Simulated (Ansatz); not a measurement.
# LiAlF4 (built on the sites of a database entry of RbAlF4): following an unstable mode, part 3 of 3

Aim: this structure of LiAlF4 (built on the sites of a database entry of RbAlF4) is to be tested for unstable modes, and one is followed downhill.

Ansatz 0.2.0; DFT PBEsol, scalar-relativistic, plane waves, PAW.

So far. Step 5 (Energy along the mode, all amplitudes (two of the runs …): The lowest of the steps tried is the last one, at 0.6 Å, 48.6 meV/atom below the parent; the bottom of the well need not coincide with a step. Step 7 (The new phase in its own primitive cell): The largest force component left is 0.80 meV/Å and the pressure is 0.002 GPa, within the tolerances set. The cell now holds 13.89 Å³/atom. The relaxed cell has a, b, c = 6.328, 5.095, 5.168 Å (conventional setting).

The structure was built from a prototype and need not be the compound's stable phase.

## 8. Modes of the new phase, k-mesh 4×6×6

A relaxed structure may still be a saddle point, so its zone-centre modes are computed. The response to a homogeneous field gives the Born charges and the dielectric tensor, and its change with displacement the Raman tensors.

Input file input.yaml:

```yaml
crystal:
  lattice:
    - [6.3282084841, 0.0, 0.0]
    - [0.0, 2.5473714155, 2.5840256356]
    - [0.0, -2.5473714155, 2.5840256356]
  atoms:
    - { symbol: Li, position: [0.5, 0.7552935833, 0.7552935833] }
    - { symbol: Al, position: [0.0, 0.9656439373, 0.9656439373] }
    - { symbol: F, position: [0.0, 0.4646307613, 0.963671176] }
    - { symbol: F, position: [0.0, 0.963671176, 0.4646307613] }
    - { symbol: F, position: [0.7172877365, 0.9639594975, 0.9639594975] }
    - { symbol: F, position: [0.2827122635, 0.9639594975, 0.9639594975] }
kpoints:
  mp_grid: { grid: [4, 6, 6] }
hamiltonian:
  xc: pbesol
scf:
  occupations: { method: fixed }
output:
  eigenvalues: true
phonons:
  method: dfpt
  dielectric: true
  rigid_motions: translations
  raman: true
```

Launch:

```bash
ansatz run input.yaml --threads 8 --pin off --max-ram 14336MiB --backend cpu --events-out ev --progress --plain --runs-dir out
```

Numbers of over 12 decimals in the logs are rounded to 6 here.

Output:

```text
[...]
Crystal: 6 atoms, lattice volume = 83.311 Å³
Basis set: ecut = 420 eV, 1605 PW (Γ), exchange–correlation on 90×50×50 points (8 copies of the dense FFT grid, shifted against one another)
Bands: 23, of which v1, the nominal top of the filled ones, is band 17 counted from 1 (16 counted from 0)
Symmetry: 4 space group operations
k-points: 76 of 144 (irreducible under 1 space group operation, time reversal used)
[...]
SCF iter   1: F=—  HF=-3937.639737 eV  |F-HF|=—  |Δ(HF+E_count)|=         —  Δρ=1.10e-2  dr2=5.92e-2  ethr=1.77e-3  ⟨swp⟩=4.8  Hψ=7504  notcnv=0  defer=291
[...]
SCF iter   8: F=-3937.620828 eV  HF=-3937.620828 eV  |F-HF|=6.50e-11  |Δ(HF+E_count)|=   5.07e-9  Δρ=1.57e-7  dr2=8.48e-12  ethr=1.00e-12  ⟨swp⟩=14.7  Hψ=12994  notcnv=0
SCF 1 converged in 8 iterations: F = -3937.620828 eV  dr2 = 8.48e-12
[...]
NSCF: frozen V_eff on 2 k-points
DFPT response loops at Γ: preconditioner auto → none (the input reference at scf.mixing.eps_inf says where Resta's filter doesn't serve); β = 0.50; Broyden in place of MSR1
── the response to a field inside a basis, on 4×6×6 k-points: an SCF that follows is theirs, and a resumed run solves both again ──
Bands: 18, of which v1, the nominal top of the filled ones, is band 17 counted from 1 (16 counted from 0)
k-points: 24 of 144 (time reversal used)
[...]
Eigensolver: Dense (24 Hₖ)
SCF iter   1: F=—  HF=-3937.617643 eV  |F-HF|=—  |Δ(HF+E_count)|=         —  Δρ=6.49e-4  dr2=6.52e-5  ethr=1.00e-1
[...]
SCF iter   6: F=-3937.617632 eV  HF=-3937.617632 eV  |F-HF|=8.50e-11  |Δ(HF+E_count)|=   6.58e-9  Δρ=4.31e-7  dr2=8.46e-11  ethr=1.72e-11
SCF 1 converged in 6 iterations: F = -3937.617632 eV  dr2 = 8.46e-11
[...]
SCF converged after 8 iterations
Free energy (F): -3937.620828 eV
[...]
Internal energy: -3937.620828 eV  (E = F + TS)
E sigma→0 (E₀):  -3937.620828 eV
Fermi energy:    -1.204974 eV
[...]
--- Band table (eV; the first three rows and the last of 76) ---
  k-point 0: bands = [... 13 lower, -1.9857, -1.8520, -1.8495, -1.8398, 5.1223, 9.1166, 9.2634, 11.8209, ... 2 higher]
  k-point 1: bands = [... 13 lower, -1.9914, -1.9537, -1.8367, -1.5827, 5.5283, 9.3906, 9.5624, 11.2468, ... 2 higher]
  k-point 2: bands = [... 13 lower, -2.1781, -1.9253, -1.8210, -1.3487, 6.5069, 9.4259, 10.3767, 10.7759, ... 2 higher]
  k-point 75: bands = [... 13 lower, -2.2299, -1.3962, -1.3651, -1.2050, 8.3910, 9.3035, 11.2532, 11.4456, ... 2 higher]
--- Phonons (Γ-DFPT): 12 representative perturbations + reference, on 76 of 144 k-points (Σ response iterations 42) ---
  k mesh reduced under 1 symmetry operation, with k and −k counted as one. Each operation leaves every solved perturbation unchanged. A smaller set is not considered because the run solves the response to a homogeneous field
  ASR residual: 5.822e-3 → 0.000e0 eV/Å²; symmetrization residual: 1.236e-6 eV/Å²
  ASR residual per site (eV/Å²): 4.57e-5 5.82e-3 3.13e-4 3.13e-4 1.22e-3 1.22e-3
[...]
ε∞ (high-frequency dielectric tensor):
        1.727408     0.000000     0.000000
        0.000000     1.764195     0.000000
        0.000000     0.000000     1.756618
  softest optical mode at Γ: -125.29 cm⁻¹; the repairs (sum rule, projections) moved no ω² at Γ by more than (7.72 cm⁻¹)²
  Born effective charges Z* (e; rows j = field, columns β = displacement):
    site 0:
         1.25164    0.00000    0.00000
         0.00000    0.92075    0.00000
        -0.00000    0.00000    0.96350
    site 1:
         2.53383    0.00000    0.00000
         0.00000    2.95041    0.00000
        -0.00000    0.00000    2.98176
    site 2:
        -0.62751   -0.00000    0.00000
         0.00000   -1.16197   -0.49441
        -0.00000   -0.48411   -1.17047
    site 3:
        -0.62751    0.00000    0.00000
         0.00000   -1.16197    0.49441
        -0.00000    0.48411   -1.17047
    site 4:
        -1.26522    0.00000   -0.07800
         0.00000   -0.77360    0.00000
        -0.06205    0.00000   -0.80216
    site 5:
        -1.26522    0.00000    0.07800
         0.00000   -0.77360    0.00000
         0.06205    0.00000   -0.80216
  Z* charge neutrality: 6.592e-5 e pre-enforcement
  k-mesh period / interband length: 21.8 Å / 0.80 Å = 27.06 at k = (0.0000, 0.0000, 0.0000), direct gap 6.962 eV — 14 or more, which is no proof of convergence
  Raman tensors (in the event stream and the table raman_tensors.tsv): an entry may err by 3.4e-3 Å², one of the second-order susceptibility by 1.2e-3 pm/V (basis, points and sum rule); their sum over the sites missed zero by 3.365e-4 Å² ahead of its enforcement
  optical modes at Γ without the LO–TO term, one row a degenerate level:
      ω (cm⁻¹)  modes    IR ((D/Å)²/amu)  static Raman (Å⁴/amu)  depolarisation
       -125.29      1             3.2582                 0.0834           0.750
        181.96      1             0.0000                 0.2025           0.750
        182.65      1             0.0653                 0.0018           0.750
        185.25      1             0.8464                 0.1785           0.750
        188.53      1             0.0175                 0.0392           0.001
        220.95      1             0.0000                 0.0001           0.750
        305.83      1             1.9409                 0.3955           0.006
        309.15      1             5.2959                 0.0006           0.750
        333.80      1             2.1189                 0.0020           0.750
        368.95      1             5.8918                 3.8763           0.005
        590.97      1             2.6012                 0.3728           0.184
        620.56      1             0.5970                 0.0007           0.750
        620.88      1             6.9683                 0.0000               —
        630.49      1             5.7056                 0.0023           0.340
        634.23      1            11.9942                 0.1109           0.750
  optical modes at Γ + LO–TO along q̂ = [1.0000, 0.0000, 0.0000]:
      ω (cm⁻¹)  modes    IR ((D/Å)²/amu)  static Raman (Å⁴/amu)  depolarisation
       -125.29      1             3.2582                 0.0834           0.750
        181.96      1             0.0000                 0.2025           0.750
        182.65      1             0.0653                 0.0018           0.750
        188.53      1             0.0175                 0.0392           0.001
        201.77      1             0.2146                 0.1327           0.750
        220.95      1             0.0000                 0.0001           0.750
        305.83      1             1.9409                 0.3955           0.006
        309.15      1             5.2959                 0.0006           0.750
        362.66      1             0.8266                 0.0001               —
        368.95      1             5.8918                 3.8763           0.005
        590.97      1             2.6012                 0.3728           0.184
        620.88      1             6.9683                 0.0000               —
        621.16      1             0.0042                 0.0091           0.750
        630.49      1             5.7056                 0.0023           0.340
        778.17      1            14.5112                 0.0238           0.750
  optical modes at Γ + LO–TO along q̂ = [0.0000, 1.0000, 0.0000]:
      ω (cm⁻¹)  modes    IR ((D/Å)²/amu)  static Raman (Å⁴/amu)  depolarisation
         78.62      1             0.6243                 0.0567           0.750
        181.96      1             0.0000                 0.2025           0.750
        184.28      1             0.0257                 0.0036           0.750
        185.25      1             0.8464                 0.1785           0.750
        188.53      1             0.0175                 0.0392           0.001
        220.95      1             0.0000                 0.0001           0.750
        305.83      1             1.9409                 0.3955           0.006
        333.80      1             2.1189                 0.0020           0.750
        368.95      1             5.8918                 3.8763           0.005
        401.20      1             3.1973                 0.0024           0.750
        590.97      1             2.6012                 0.3728           0.184
        620.56      1             0.5970                 0.0007           0.750
        630.49      1             5.7056                 0.0023           0.340
[...]
optical modes at Γ + LO–TO along q̂ = [0.0000, 0.0000, 1.0000]:
      ω (cm⁻¹)  modes    IR ((D/Å)²/amu)  static Raman (Å⁴/amu)  depolarisation
[...]
182.65      1             0.0653                 0.0018           0.750
        185.25      1             0.8464                 0.1785           0.750
        188.78      1             0.0024                 0.0304           0.001
        220.95      1             0.0000                 0.0001           0.750
        309.15      1             5.2959                 0.0006           0.750
        317.57      1             0.1147                 1.5815           0.005
        333.80      1             2.1189                 0.0020           0.750
        444.68      1             2.3690                 2.5752           0.007
        601.99      1             0.2377                 0.2063           0.301
        620.56      1             0.5970                 0.0007           0.750
        620.88      1             6.9683                 0.0000               —
        634.23      1            11.9942                 0.1109           0.750
        742.16      1            13.4331                 0.0257           0.427
```

Elapsed: 1.8 min, on 8 threads of Arm Neoverse V1, shared host; peak memory 1.7 GiB.

This step gave:

* sum-rule residual before enforcement: 0.005822 eV/Å²
* miss of the charge sum rule: 6.59e-5 e
* point group: mm2
* highest optical mode at the zone centre (no LO-TO term): 634.2 cm⁻¹
* lowest optical zone-centre mode: -125.3 cm⁻¹
* mean high-frequency dielectric constant: 1.749
* largest Born charge (third of the trace): 2.822 e
* top of the zone-centre spectrum with the field: 778.2 cm⁻¹

Without the LO-TO term. Patterns of degenerate modes are one choice out of their space. The modes at Γ (shares of kinetic energy by element, %) (negative means imaginary):

```csv
mode,frequency (cm⁻¹),symmetry,Li %,Al %,F %
1,-125.3,B2,93,1,6
2,0.0,acoustic,6,25,69
3,0.0,acoustic,6,25,69
4,0.0,acoustic,6,25,69
5,182.0,A2,0,0,100
6,182.7,B2,1,1,98
7,185.2,B1,11,0,89
8,188.5,A1,11,3,85
9,220.9,A2,0,0,100
10,305.8,A1,13,44,43
11,309.1,B2,0,51,49
12,333.8,B1,11,8,81
13,368.9,A1,48,6,46
14,591.0,A1,20,1,79
15,620.6,B1,39,52,8
16,620.9,B2,0,23,77
17,630.5,A1,1,21,78
18,634.2,B1,33,15,52
```

Displacements in mode 1 (-125.3 cm⁻¹), the largest set to 1:
```
Li1  0.00  1.00  0.00
Al2  0.00 -0.06  0.00
F3   0.00 -0.05 -0.01
F4   0.00 -0.05  0.01
F5   0.00 -0.09  0.00
F6   0.00 -0.09  0.00
```

Displacements in mode 12 (333.8 cm⁻¹), the largest set to 1:
```
Li1 -1.00  0.00  0.00
Al2 -0.45  0.00  0.00
F3   1.00  0.00  0.00
F4   1.00  0.00  0.00
F5  -0.50  0.00  0.33
F6  -0.50  0.00 -0.33
```

Optical modes at the zone centre, without and with the macroscopic field of the longitudinal modes; each column is sorted by frequency, so a row need not hold one and the same mode. Modes with and without the field, by row:

```csv
rank among optical modes,no field (cm⁻¹),"q along (1, 0, 0) (cm⁻¹)","q along (0, 1, 0) (cm⁻¹)","q along (0, 0, 1) (cm⁻¹)"
1,-125.3,-125.3,78.6,-125.3
2,182,182,182,182
3,182.7,182.7,184.3,182.7
4,185.2,188.5,185.2,185.2
5,188.5,201.8,188.5,188.8
6,220.9,220.9,220.9,220.9
7,305.8,305.8,305.8,309.1
8,309.1,309.1,333.8,317.6
9,333.8,362.7,368.9,333.8
10,368.9,368.9,401.2,444.7
11,591,591,591,602
12,620.6,620.9,620.6,620.6
13,620.9,621.2,630.5,620.9
14,630.5,630.5,634.2,634.2
15,634.2,778.2,723.8,742.2
```

Born charge (rows field, columns displacement) (e), principal values of the symmetric part by kind of site:

```csv
atom,atoms with these values,low,middle,high,mean
Li1,1,0.92,0.96,1.25,1.05
Al2,1,2.53,2.95,2.98,2.82
F3,2,-1.66,-0.68,-0.63,-0.99
F5,2,-1.28,-0.79,-0.77,-0.95
```

In full for Li1:

```
1.25 0.00 0.00
0.00 0.92 0.00
0.00 0.00 0.96
```

High-frequency dielectric tensor:

```
1.73 0.00 0.00
0.00 1.76 0.00
0.00 0.00 1.76
```

Transverse modes; imaginary modes are left out. Lines of the infrared spectrum (strongest = 100):

```csv
position (cm⁻¹),lines merged,relative intensity
182,1,0.0
183,1,0.5
185,1,7.1
188,1,0.1
221,1,0.0
306,1,16
309,1,44
334,1,18
369,1,49
591,1,22
621,2,63
630,1,48
634,1,100
```

Activity x (w_L - w)^4 (n + 1)/w, 532 nm, 300 K; imaginary modes are left out; modes without the macroscopic field alone. Raman lines, with heights relative to the strongest:

```csv
position (cm⁻¹),lines merged,relative intensity
182,1,16
183,1,0.1
185,1,13
188,1,2.9
221,1,0.0
306,1,13
309,1,0.0
334,1,0.1
369,1,100
591,1,5.0
621,2,0.0
630,1,0.0
634,1,1.4
```

Before it was imposed, the acoustic sum rule was missed by 0.0058 eV/Å² and the charge sum rule by 6.6e-5 e. Small misses are needed for a sound result but don't prove that mesh and cutoff are converged. The lowest optical mode is imaginary, 125.3i cm⁻¹, so the energy falls along it.

## 9. What came out

```json
{"unstable mode of the parent": "q = (0, 0, 0), 247i cm⁻¹", "depth at the lowest point sampled": "48.6 meV/atom", "largest atomic shift at that point": "0.6 Å", "space group reached (within 0.01 Å)": "Amm2", "energy gained over the parent (first relaxation, on the mesh of the frozen mode)": "129 meV/atom", "volume per atom, phase reached": "13.9 Å³", "gap on the k-mesh, phase reached": "6.33 eV", "lowest optical zone-centre mode, phase reached": "-125 cm⁻¹", "highest optical mode at the zone centre (no LO-TO term), phase reached": "634 cm⁻¹"}
```

What this shows: Along this mode the structure falls into Amm2, 129 meV/atom below the parent. At the parent's cell the well is 48.56 meV/atom deep on the steps tried, with its lowest point at a shift of 0.6 Å. That is the last step tried, so the steps alone don't bracket the bottom of the well. Relaxing atoms and cell changes the gain by +80.62 meV/atom against the lowest step (energies at zero smearing). Most of the total comes from this relaxation. The new phase still has an imaginary mode at the zone centre of its cell, so it is a saddle point on the way to a lower structure. Of the 4 patterns followed to their end from this parent, this one ends 16.4 meV/atom above the lowest, Pmm2. Each path keeps the symmetry of its pattern, so a lower phase may lie along a pattern not tried. The q mesh is too sparse to interpolate, so only the solved wavevectors are given. The program warns that the interpolation holds no quadrupole term, so branches close to Γ can be off in this crystal. The starting cell was built on a prototype and not taken from a measurement, so the phase need not exist.

[Logs are printed without paths, hosts, clocks, repeated set-up lines and the standing remarks that a program may print on its own settings, such as how far it seeks lower states.]

[Hosts, paths, dates, database ids (printed as entryN), source tags and the programs' standing remarks are cut or masked in the printed files.]
